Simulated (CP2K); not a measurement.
Consider trimethylphosphine at its PBE geometry (Å).

```xyz
13

C    -0.4205    1.5414    0.3038
P    -0.2022   -0.2006    0.8897
C     1.5221   -0.4958    0.2861
C    -1.1331   -1.0773   -0.4483
H    -0.1539    1.6624   -0.7580
H     0.2068    2.2133    0.9053
H    -1.4663    1.8478    0.4430
H     1.6456   -0.2253   -0.7745
H     1.7793   -1.5564    0.4124
H     2.2288    0.0930    0.8864
H    -0.8144   -0.7638   -1.4549
H    -0.9842   -2.1613   -0.3514
H    -2.2079   -0.8774   -0.3397
```

Method: CP2K XAS_TDP, all-electron GAPW, PBEh(45%), aug-cc-pVDZ, TDA, no relativity.

Q: Where do the C K-edge lines lie, and how strong are they?

Leading lines: C1 284.20 eV. The leading line of an atom is its first one with 35 % of the strongest within 2.5 eV of its lowest line over the strength cut. 

The first six lines of each atom with a strength over 0.0015:

```csv
atom,energy (eV),states,"strength, one atom"
"C1 (bonded to P and 3 H), 3 alike",283.67,1,0.0056
,284.20,1,0.0197
,284.37,1,0.0175
,284.45,1,0.0184
,284.97,1,0.0045
,285.10,1,0.0105
```

Lines are vertical, at one geometry, with no vibrational structure. Without a correction of the core level, line positions, and the gaps between valence and Rydberg lines, follow the share of exact exchange. At this level such K lines come out 3 to 6 eV under measured ones. These values hold no scalar relativity, about 0.1 eV for C 1s. Rydberg lines, and the discretised continuum above threshold, depend on the basis and the box.

[Banner, clock and machine lines of the logs are left out without a mark of their own.]

[Logs are printed without paths, hosts, clocks, repeated set-up lines and the standing remarks that a program may print on its own settings, such as how far it seeks lower states.]

[Hosts, paths, dates, database ids (printed as entryN), source tags and the programs' standing remarks are cut or masked in the printed files.]
